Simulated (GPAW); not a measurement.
# InPd: optical spectrum from first principles, part 2 of 2

Aim: the dielectric function of InPd, and the optical constants that follow from it.

GPAW 26.7.0; DFT, PBE, plane-wave PAW (GPAW data sets), scalar-relativistic, RPA, optical limit.

So far. Step 2 (Ground state): There are states at the Fermi level within the smearing, so the occupations stay smeared and the carriers get a Drude term.

**4. Dielectric function, RPA**

Local fields let the induced charge screen the field inside the cell, which as a rule lowers ε, most along directions where the density is uneven.

This step: DFT, PBE, plane-wave PAW (GPAW data sets), scalar-relativistic, RPA, optical limit (GPAW 26.7.0).

File df.py:

```python
from gpaw.response.df import DielectricFunction

df = DielectricFunction('full.gpw', frequencies={'type': 'nonlinear', 'domega0': 0.03, 'omega2': 8},
                        ecut=50,
                        eta=0.15,
                        nbands=34,
                        rate=0.05,
                        txt='df.txt')
for direction in ['x']:
    df.get_dielectric_function(xc='RPA', direction=direction, filename=f'df_{direction}.csv')
```

On the command line:

```bash
$ OMP_NUM_THREADS=1 python df.py
```

Numbers of over 12 decimals in the logs are rounded to 6 here.

Output:

```text
Using integrator: PointIntegrator
NonLinearFrequencyDescriptor(from 0.000 to 84.484 eV, 525 points)
Nonperiodic BCs:  [False False False]
Using integrator: PointIntegrator
NonLinearFrequencyDescriptor(from 0.000 to 84.484 eV, 525 points)
Nonperiodic BCs:  [False False False]
Using integrator: PointIntegrator

Calculating chi0 body with:
    Ground state adapter containing:
    Number of spins: 1
    Number of kpoints: 2197
    Number of irreducible kpoints: 84
    Number of completely occupied states: 13
    Number of partially occupied states: 15

    Linear response parametrization:
    q_c: [0.0, 0.0, 0.0]
    Number of frequency points: 525
    Planewave cutoff: 50.0
    Number of bands: 34
    Number of planewaves: 27
    Broadening (eta): 0.15

Integrating chi0 body.

Symmetries of q_c:
    Direct symmetries (Uq -> q): 48
    Indirect symmetries (TUq -> q): 0
In total 48 allowed symmetries.

84 groups of equivalent kpoints. 96.176604% reduction.

Integral kind: spectral function

Calculating chi0 optical extensions with:
    Ground state adapter containing:
    Number of spins: 1
    Number of kpoints: 2197
    Number of irreducible kpoints: 84
    Number of completely occupied states: 13
    Number of partially occupied states: 15

    Linear response parametrization:
    Number of frequency points: 525
    Planewave cutoff: 50.0
    Number of bands: 34
    Number of planewaves: 27
    Broadening (eta): 0.15
Integrating chi0 head and wings.

Symmetries of q_c:
    Direct symmetries (Uq -> q): 48
    Indirect symmetries (TUq -> q): 0
In total 48 allowed symmetries.

84 groups of equivalent kpoints. 96.176604% reduction.

Integral kind: spectral function wings

Calculating drude chi0 with:
    Number of frequency points:525
    Plasma frequency decay rate: 0.05 eV

    Ground state adapter containing:
    Number of spins: 1
    Number of kpoints: 2197
    Number of irreducible kpoints: 84
    Number of completely occupied states: 13
    Number of partially occupied states: 15

Symmetries of q_c:
    Direct symmetries (Uq -> q): 48
    Indirect symmetries (TUq -> q): 0
In total 48 allowed symmetries.

84 groups of equivalent kpoints. 96.176604% reduction.

Integral kind: intraband
Plasma frequency:
[[8.26-0.j 0.  +0.j 0.  +0.j]
 [0.  -0.j 8.26-0.j 0.  +0.j]
 [0.  +0.j 0.  +0.j 8.26-0.j]]
```

Elapsed: 10 s, on 1 thread of Arm Neoverse V2, shared host; peak memory 0.26 GiB.

Some rows of df_x.csv (energy; Re and Im without local fields; Re and Im with them):

```text
0.000000, 27289.098810, -0.000000, 27289.082745, -0.000000
0.460735, -293.731545, 69.445830, -293.743860, 69.450780
0.943989, -59.927345, 21.218946, -59.944046, 21.320317
1.451455, -21.765399, 6.879351, -21.838624, 6.873147
1.984998, -9.243722, 9.081994, -9.283444, 9.076948
2.546682, -3.559320, 10.060218, -3.557555, 10.026886
3.138794, -3.811198, 7.062123, -3.813354, 7.043570
3.763875, -0.160904, 6.092526, -0.175739, 6.070484
4.424758, 0.107835, 6.483856, 0.076961, 6.491961
5.124608, -0.546081, 7.935101, -0.480290, 7.844898
5.866977, -1.803884, 7.751710, -1.744146, 7.753507
6.655862, -2.951869, 5.448829, -2.965352, 5.558655
7.495775, -2.944657, 3.387745, -3.068289, 3.487141
8.391833, -1.815125, 2.356239, -1.927784, 2.349651
9.349861, -1.507531, 1.716074, -1.590054, 1.713144
10.376517, -1.018713, 1.525579, -1.090752, 1.479852
11.479449, -0.439978, 1.333448, -0.519101, 1.248781
12.667487, -0.035927, 1.093282, -0.101693, 1.007150
13.950874, -0.278515, 1.342308, -0.250726, 1.253471
```

Sum at mesh points, not converged in k. Table of Im ε, E ∥ x by photon energy; read off at these points:

photon energy (eV), Im ε, E ∥ x and a bar:
```
    0.500         55 ##############################
    0.750         21 ###########
    1.000         21 ###########
    1.250          9 #####
    1.500          7 ###
    1.750         10 #####
    1.804         11 ######
    2.000          9 ####
    2.250          9 #####
    2.500         10 #####
    2.663         11 #####
    2.750         10 #####
    3.000          8 ####
    3.250          7 ###
    3.500          7 ###
    3.750          6 ###
    4.000          8 ####
    4.250          7 ###
    4.500          7 ###
    4.750          8 ####
    5.000          7 ####
    5.250          7 ####
    5.500          7 ###
    5.750          8 ####
    6.000          7 ####
    6.250          6 ###
    6.500          6 ###
    6.750          5 ##
    7.000          4 ##
    7.250          4 ##
    7.500          3 #
    7.750          3 #
    8.000          3 #
    8.250          3 #
    8.500          2 #
    8.750          2 #
    9.000          2 #
    9.250          2 
    9.500          2 
    9.750          2 
   10.000          2 
   10.250          2 
   10.500          1 
   10.750          1 
   11.000          1 
   11.250          1 
   11.500          1 
   11.750          1 
   12.000          1 
   12.250          1 
   12.500          1 
   12.750          1 
   13.000          1 
   13.250          1 
   13.500          1 
   13.750          1
```

Values under 1 per cm are given as 1; sum at mesh points, not converged in k. Absorption coefficient, E ∥ x against photon energy:

| photon energy (eV) | absorption coefficient, E ∥ x (1/cm) |
| --- | --- |
| 0.492 | 8.0e5 |
| 1.010 | 7.7e5 |
| 1.486 | 6.8e5 |
| 1.985 | 6.7e5 |
| 2.508 | 6.8e5 |
| 3.018 | 8.0e5 |
| 3.510 | 7.3e5 |
| 3.980 | 7.9e5 |
| 4.516 | 8.1e5 |
| 4.981 | 9.8e5 |
| 5.515 | 1.1e6 |
| 6.021 | 1.4e6 |
| 6.494 | 1.4e6 |
| 6.985 | 1.5e6 |
| 7.496 | 1.5e6 |
| 8.026 | 1.4e6 |
| 8.516 | 1.3e6 |
| 9.023 | 1.4e6 |
| 9.483 | 1.3e6 |
| 10.026 | 1.2e6 |
| 10.519 | 1.2e6 |
| 11.029 | 1.1e6 |
| 11.479 | 1.1e6 |
| 12.023 | 1.1e6 |
| 12.504 | 9.7e5 |
| 13.000 | 9.9e5 |
| 13.512 | 9.6e5 |

The Im ε, E ∥ x has structure finer than the step of the table below, so its rows give means over 0.5 eV, whole bins alone (the curve runs from 0.305 to 14.0 eV). Peaks (eV: height): without local fields 1.80: 11.1; with local fields 1.80: 11.0.

Sum at mesh points, not converged in k. The Im ε, E ∥ x by photon energy; means over each step:

| photon energy (eV) | without local fields | with local fields |
| --- | --- | --- |
| 1.0 | 18.0 | 18.0 |
| 1.5 | 7.84 | 7.82 |
| 2.0 | 9.58 | 9.55 |
| 2.5 | 10.1 | 10.1 |
| 3.0 | 8.28 | 8.28 |
| 3.5 | 6.46 | 6.44 |
| 4.0 | 7.19 | 7.18 |
| 4.5 | 7.01 | 7.01 |
| 5.0 | 7.68 | 7.58 |
| 5.5 | 7.38 | 7.37 |
| 6.0 | 7.26 | 7.31 |
| 6.5 | 5.58 | 5.71 |
| 7.0 | 4.35 | 4.47 |
| 7.5 | 3.39 | 3.47 |
| 8.0 | 2.82 | 2.86 |
| 8.5 | 2.46 | 2.45 |
| 9.0 | 2.12 | 2.12 |
| 9.5 | 1.66 | 1.66 |
| 10.0 | 1.64 | 1.62 |
| 10.5 | 1.45 | 1.41 |
| 11.0 | 1.20 | 1.17 |
| 11.5 | 1.28 | 1.21 |
| 12.0 | 1.15 | 1.08 |
| 12.5 | 1.07 | 0.985 |
| 13.0 | 1.19 | 1.08 |
| 13.5 | 1.27 | 1.16 |

Sum at mesh points, not converged in k. Table of reflectivity at normal incidence, E ∥ x by photon energy; read off at these points:

| photon energy (eV) | reflectivity at normal incidence, E ∥ x (%) |
| --- | --- |
| 0.5 | 97.3 |
| 1.0 | 91.2 |
| 1.5 | 86.4 |
| 2.0 | 66.8 |
| 2.5 | 52.1 |
| 3.0 | 54.4 |
| 3.5 | 41.2 |
| 4.0 | 37.9 |
| 4.5 | 34.2 |
| 5.0 | 37.6 |
| 5.5 | 39.7 |
| 6.0 | 45.7 |
| 6.5 | 46.7 |
| 7.0 | 50.3 |
| 7.5 | 52.2 |
| 8.0 | 46.9 |
| 8.5 | 43.5 |
| 9.0 | 46.9 |
| 9.5 | 44.1 |
| 10.0 | 37.7 |
| 10.5 | 39.7 |
| 11.0 | 35.8 |
| 11.5 | 29.3 |
| 12.0 | 28.3 |
| 12.5 | 22.4 |
| 13.0 | 17.6 |
| 13.5 | 14.4 |

Sum at mesh points, not converged in k. Table of loss function −Im 1/ε at q → 0, E ∥ x by energy loss; read off at these points:

| energy loss (eV) | loss function −Im 1/ε at q → 0, E ∥ x |
| --- | --- |
| 0.50 | 8.5e-4 |
| 1.00 | 0.00599 |
| 1.50 | 0.0167 |
| 2.00 | 0.0558 |
| 2.50 | 0.0876 |
| 3.00 | 0.0931 |
| 3.50 | 0.142 |
| 4.00 | 0.131 |
| 4.50 | 0.148 |
| 5.00 | 0.135 |
| 5.50 | 0.137 |
| 6.00 | 0.121 |
| 6.50 | 0.144 |
| 7.00 | 0.149 |
| 7.50 | 0.162 |
| 8.00 | 0.213 |
| 8.50 | 0.271 |
| 9.00 | 0.268 |
| 9.50 | 0.352 |
| 10.00 | 0.430 |
| 10.50 | 0.463 |
| 11.00 | 0.616 |
| 11.50 | 0.682 |
| 12.00 | 0.798 |
| 12.50 | 0.999 |
| 12.59 | 1.00 |
| 13.00 | 0.899 |
| 13.34 | 0.984 |
| 13.50 | 0.880 |

From ε follow the optical constants at some laser and lamp lines:

| wavelength (nm) | n | k | R (%) | 1/α |
| --- | --- | --- | --- | --- |
| 1550 | 1.09 | 9.337 | 95.2 | 13 nm |
| 800 | 0.86 | 4.202 | 83.7 | 15 nm |
| 633 | 1.38 | 3.411 | 68.1 | 15 nm |
| 532 | 1.79 | 2.723 | 52.8 | 16 nm |
| 365 | 1.57 | 2.073 | 42.4 | 14 nm |
| 248 | 1.90 | 1.940 | 37.6 | 10 nm |
| 193 | 1.31 | 2.166 | 47.8 | 7.1 nm |

A polished face would reflect 57 % of daylight and look faintly red (CIE x = 0.332, y = 0.332 under D65).

**5. Results**

In words: At this level (PBE, RPA) InPd is a metal. The mesh is too coarse to trust the carriers' weight, the reflectivity or the colour to better than tens of per cent. A polished face would reflect 57 % of daylight and look faintly red (CIE x = 0.332, y = 0.332 under D65). The carriers' damping of 0.05 eV is typed, not computed; it shapes the response at the lowest energies. Spin-orbit coupling is left out although heavy atoms are present. In this version of GPAW the matrix elements of the optical limit are incomplete, which can lower ε − 1 by up to a tenth where first-row anions or d states rule, and shift it by more in d metals. GPAW's carrier term has the form −ωp²/(ω + i·rate)², which damps like twice the rate and fails at low energy, so the curves leave the lowest energies out. The sum runs over mesh points 0.15 Å⁻¹ apart with no interpolation, so peaks are partly noise of the mesh, and the Drude plasma energy, a sum over the Fermi surface, isn't converged.

[Machine, clock and banner lines and Python warnings are left out of the logs.]

[Logs are printed without paths, hosts, clocks, repeated set-up lines and the standing remarks that a program may print on its own settings, such as how far it seeks lower states.]

[Hosts, paths, dates, database ids (printed as entryN), source tags and the programs' standing remarks are cut or masked in the printed files.]
